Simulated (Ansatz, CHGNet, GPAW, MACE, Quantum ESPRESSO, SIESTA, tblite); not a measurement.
# Random packing of 64AlN-36Al2O3 (mol %) (86 atoms): one structure in several programs

Aim: run random packing of 64AlN-36Al2O3 (mol %) (86 atoms) in several programs and set results and cost side by side. A plane-wave run serves as the reference.

Method: Kohn-Sham DFT, PBE, SSSP efficiency 1.3.0 pseudopotentials, plane waves, in Quantum ESPRESSO 7.5.

**1. Set-up**

The cell holds 86 atoms: 38 Al, 18 N and 30 O. Cell: a = 9.738 Å, b = 9.738 Å, c = 9.738 Å, α = 90.0°, β = 90.0°, γ = 90.0°. 86 atoms (38 Al, 18 N, 30 O) packed at random in a cube at 3.16 g/cm³ and pushed apart as soft spheres, cations and anions kept from their own kind; a start for melting by ab initio MD, not an equilibrated structure. Then every atom was moved at random, 0.03 Å r.m.s. a Cartesian component.

**2. The reference run**

pw.in reads:

```
&control
  calculation = 'scf'
  pseudo_dir = './pseudo'
  outdir = './tmp'
  disk_io = 'none'
  tprnfor = .true.
  tstress = .true.
/
&system
  ibrav = 0
  nat = 86
  ntyp = 3
  ecutwfc = 60
  ecutrho = 480
  nosym = .true.
  occupations = 'smearing'
  smearing = 'fd'
  degauss = 0.003675
/
&electrons
  conv_thr = 4.3e-07
  electron_maxstep = 100
  mixing_beta = 0.4
  mixing_mode = 'plain'
  diagonalization = 'david'
/
ATOMIC_SPECIES
Al 26.982 Al.upf
N 14.007 N.upf
O 15.999 O.upf
CELL_PARAMETERS angstrom
9.73820 0.00000 0.00000
0.00000 9.73820 0.00000
0.00000 0.00000 9.73820
ATOMIC_POSITIONS crystal
Al 0.99042 0.26924 0.26938
Al 0.04580 0.55505 0.47139
Al 0.89497 0.45027 0.75529
Al 0.84845 0.88902 0.52915
Al 0.56824 0.64796 0.68329
Al 0.46912 0.21586 0.51804
Al 0.04941 0.47437 0.04809
Al 0.28755 0.86801 0.35938
Al 0.23218 0.34453 0.71381
Al 0.28135 0.44774 0.34138
Al 0.74982 0.69687 0.40443
Al 0.84914 0.59120 0.15046
[... 70 atom lines left out ...]
O 0.96645 0.10682 0.12000
O 0.75859 0.77596 0.64751
O 0.05060 0.21899 0.52318
O 0.48620 0.54872 0.91941
K_POINTS gamma
```

On the command line:

```console
$ OMP_NUM_THREADS=1 mpirun -np 4 pw.x -in pw.in > output.txt
```

Log:

```text
Program PWSCF
     gamma-point specific algorithms are used
     one sub-group per band group will be used
     scalapack distributed-memory algorithm (size of sub-group:  2*  2 procs)
     Parallelization info
     sticks:   dense  smooth     PW     G-vecs:    dense   smooth      PW
     Min        3234    1620    403               276662    97880   12220
     Max        3236    1622    406               276668    97886   12223
     Sum       12941    6485   1617              1106661   391535   48885
     bravais-lattice index     =            0
     lattice parameter (alat)  =      18.4025  a.u.
     unit-cell volume          =    6232.0750 (a.u.)^3
     number of atoms/cell      =           86
     number of atomic types    =            3
[... lines left out ...]
     scf convergence threshold =      4.3E-07
[... lines left out ...]
     number of k points=     1  Fermi-Dirac smearing, width (Ry)=  0.0037
[... lines left out ...]
     total energy              =   -3101.87773370 Ry
[... lines left out ...]
     total energy              =   -3099.04795147 Ry
[... lines left out ...]
     total energy              =   -3107.91418080 Ry
[... lines left out ...]
     c_bands:  1 eigenvalues not converged
[... lines left out ...]
     total energy              =   -3112.21691909 Ry
[... lines left out ...]
     total energy              =   -3112.21691910 Ry
[... lines left out ...]
   -11.1753 -11.1469 -11.0981 -11.0364 -10.9278 -10.8623 -10.8491 -10.7939
   -10.5050 -10.4253 -10.3735 -10.0499  -9.9581  -9.9357  -9.8133  -9.7415
[...]
8.9751   9.1614   9.3263   9.4654   9.5065   9.6385   9.7017   9.8480
    10.0074  10.0803  10.1908  10.2698  10.4242  10.5485  10.6950  10.8001
    10.8679  11.0156  11.1055  11.2367  11.3393  11.3777
     the Fermi energy is     7.8407 ev
!    total energy              =   -3112.21691898 Ry
     estimated scf accuracy    <       0.00000024 Ry
     smearing contrib. (-TS)   =      -0.02150902 Ry
     internal energy E=F+TS    =   -3112.19540996 Ry
     The total energy is F=E-TS. E is the sum of the following terms:
     one-electron contribution =    -362.24964566 Ry
     hartree contribution      =     436.55600311 Ry
     xc contribution           =    -419.24386393 Ry
     ewald contribution        =   -1163.77554390 Ry
     one-center paw contrib.   =   -1603.48235957 Ry
     convergence has been achieved in  45 iterations
     Forces acting on atoms (cartesian axes, Ry/au):
     atom    1 type  1   force =     0.00518006    0.01230380   -0.00876578
     atom    2 type  1   force =     0.01254285   -0.03971642    0.06423580
     atom    3 type  1   force =    -0.00844586    0.07504174   -0.07442762
[...]
atom   85 type  3   force =    -0.05316434   -0.06137253   -0.04809553
     atom   86 type  3   force =     0.05522907   -0.00104214   -0.03754228
     Total force =     1.119761     Total SCF correction =     0.001268
     Computing stress (Cartesian axis) and pressure
          total   stress  (Ry/bohr**3)                   (kbar)     P=       49.31
   0.00021017  -0.00010882  -0.00008319           30.92      -16.01      -12.24
  -0.00010882   0.00056449  -0.00007497          -16.01       83.04      -11.03
  -0.00008319  -0.00007497   0.00023087          -12.24      -11.03       33.96
     Message from routine punch:
     Nothing written, as per user request (disk_io='none')
```

Wall time 6.1 min (4 MPI ranks of Arm Neoverse V2, shared host); peak memory 3.3 GiB; 25 min of CPU time.

Banners and routine set-up lines are dropped from the logs; longer cuts are marked.

Numbers from this run:

| Item | Value |
| --- | --- |
| r.m.s. force component | 1.792 eV/Å |
| longest force | 6.267 eV/Å |
| pressure | 4.931 GPa |

**3. The other programs**

The programs:
- CHGNet: machine-learned potential, published weights.
- GPAW 26.7.0: PAW with atomic orbitals (LCAO), plane waves or a real-space grid of spacing h.
- MACE: machine-learned potential, published weights.
- Quantum ESPRESSO 7.5: plane waves; labels (QE) give functional, pseudopotential set and cutoffs of waves/density.
- SIESTA 5.4.2: numerical atomic orbitals, whose automatically made sets are far from complete, with PseudoDojo norm-conserving potentials that we converted to its format (checked against plane waves on the same files for H, C, O, Si, Ge and Ca alone); labels give functional, basis size, energy shift and mesh cutoff.
- tblite 0.8.0: extended tight binding, driven from Python.

All use the same cell and atoms; the electronic-structure runs use the same k-mesh, and an electronic temperature of 580 K (0.05 eV) where levels are smeared.

Differences are against the plane-wave reference, forces as r.m.s. over components; share is that over the reference's r.m.s. force, slope the least-squares factor from reference forces to these. Total energies of different programs have different zeros and aren't compared.

```csv
run,"Δ force, r.m.s. (meV/Å)",share (%),slope,Δ pressure (GPa),cores,CPU time,memory (GiB)
reference,-,-,-,-,4,25 min,3.3
CHGNet 0.3.0 potential,505,28.2,0.982,-6.15,1,3.9 s,1.6
"GPAW PBE, LCAO dzp, h 0.18 Å",201,11.2,0.960,-,1,12 min,1.9
"GPAW PBE, LCAO dzp, h 0.18 Å, other mixer settings",201,11.2,0.960,-,2,20 min,2.1
"GPAW PBE, LCAO dzp, h 0.22 Å (coarse)",239,13.3,0.953,-,1,6.5 min,1.0
"GPAW PBE, LCAO sz(dzp), h 0.18 Å (coarse)",703,39.2,0.951,-,1,2.7 min,1.4
"GPAW PBE, grid h 0.2 Å",85.8,4.79,0.998,-,2,7.2 min,1.6
MACE MP-0b2 small potential,416,23.2,0.946,-2.85,1,6.2 s,0.66
MACE MPA-0 medium potential,343,19.1,0.953,0.615,1,7.5 s,1.2
"QE PBE, sssp-1.3.0-efficiency, 35/280 Ry (coarse)",7.78,0.434,1.000,-7.94,2,14 min,1.5
"SIESTA PBE, DZP, shift 0.01 Ry, mesh 500 Ry",135,7.51,0.980,1.68,2,28 min,3.2
"SIESTA PBE, SZ, shift 0.01 Ry, mesh 500 Ry (coarse)",793,44.3,1.015,18.9,1,5.7 min,1.3
"SIESTA PBE, SZ, shift 0.02 Ry, mesh 500 Ry (coarse)",768,42.8,1.043,12.9,1,3.9 min,1.1
tblite GFN1-xTB,945,52.7,0.626,20.7,1,8 s,0.13
```

Rows marked coarse use a setting chosen to be so.

Times of the machine-learned potentials are mostly Python's start and the loading of weights.

CPU time is summed over cores on a shared host, where runs went side by side, so it is rough. Symmetry, cutoffs, thresholds, outputs and thread counts weren't matched or tuned between programs; memory under MPI is the largest rank's times the ranks.

Within one program, basis, potentials and functional, energies share a zero. Each run against its twin at the usual cutoff or grid and solver:

| run | twin | Δ energy (meV/atom) | Δ force, r.m.s. (meV/Å) | CPU time over the twin's |
| --- | --- | --- | --- | --- |
| GPAW PBE, LCAO dzp, h 0.18 Å, other mixer settings | LCAO dzp, h 0.18 Å | 0 | 3.90 | 1.6 (this twin ran on 1 cores) |
| GPAW PBE, LCAO dzp, h 0.22 Å | LCAO dzp, h 0.18 Å | 160 | 121 | 0.53 |
| QE PBE, sssp-1.3.0-efficiency, 35/280 Ry | sssp-1.3.0-efficiency, 60/480 Ry | 78.6 | 7.78 | 0.56 (this twin ran on 4 cores) |

**4. What came out**

```yaml
reference_r_m_s_force_component: 1.79 eV/Å
nearest_in_forces: QE PBE, sssp-1.3.0-efficiency, 35/280 Ry (coarse), 0.43 %
farthest_in_forces: tblite GFN1-xTB, 53 %
cheapest_electronic_structure_run_beside_the_reference: tblite GFN1-xTB, 8 s of CPU time
```

PBE on plane waves or a grid with other potentials, cutoffs or grids, coarse settings apart, differs from the reference by 4.8 % (GPAW PBE, grid h 0.2 Å) of the r.m.s. force; this holds the reference's own error, so differences of a few per cent don't tell which side is nearer the exact PBE result. The PBE runs in local orbitals, coarse settings apart, differ by 7.5 % (SIESTA PBE, DZP, shift 0.01 Ry, mesh 500 Ry) to 11 % (GPAW PBE, LCAO dzp, h 0.18 Å); basis, grid and potentials can all enter. Tight binding differs by 53 % (tblite GFN1-xTB); it is another model, with fitted parameters of its own, and the xTB methods hold dispersion. Machine-learned potentials differ by 19 % (MACE MPA-0 medium potential) to 28 % (CHGNet 0.3.0 potential); they were trained on other programs' data. Runs with settings chosen to be coarse differ by 0.43 % (QE PBE, sssp-1.3.0-efficiency, 35/280 Ry) to 44 % (SIESTA PBE, SZ, shift 0.01 Ry, mesh 500 Ry), their programs' other errors included. Of the electronic-structure runs that take under half the reference's CPU time, GPAW PBE, grid h 0.2 Å comes nearest, at 4.8 % in 7.2 min against 25 min. In pressure, SIESTA PBE, SZ, shift 0.01 Ry, mesh 500 Ry misses by +18.9 GPa, at the same functional. In the reference: levels near the Fermi energy are neither full nor empty under the smearing, so no gap is quoted. Periodic xTB results under one method name differ between programs and library versions. The reference's pressure holds the uncorrected Pulay stress of its 60 Ry basis, so small pressure differences, and their order, may be the reference's own error. Machine-learned potentials mimic data converged in k, so the reference's own k-point error enters their differences. The reference's stress is far from hydrostatic: its diagonal is 3.1, 8.3, 3.4 GPa, compression counted positive. The reference's pressure of 4.9 GPa belongs to unrelaxed atoms and would change as they relax. The electronic-structure runs sample only Γ, in a cell whose shortest periodic width is 10 Å, which is coarse for a cell with partly filled levels.

[Long decimals in the printed logs are rounded to 6 places.]

[Also dropped from logs without a mark: lines with file paths, logging warnings of Python, QE's lines on negative density and diagonalisation, SIESTA's first energy breakdown, zero terms and Voronoi charges.]

[Logs are printed without paths, hosts, clocks, repeated set-up lines and the standing remarks that a program may print on its own settings, such as how far it seeks lower states.]

[Hosts, paths, dates, database ids (printed as entryN), source tags and the programs' standing remarks are cut or masked in the printed files.]

[Not all failed runs are listed: runs killed by the host, ended in a Python traceback or in CONQUEST's support-function errors, and SIESTA runs with faulty potentials for Cu, Fe, Ni or Zn are left out.]
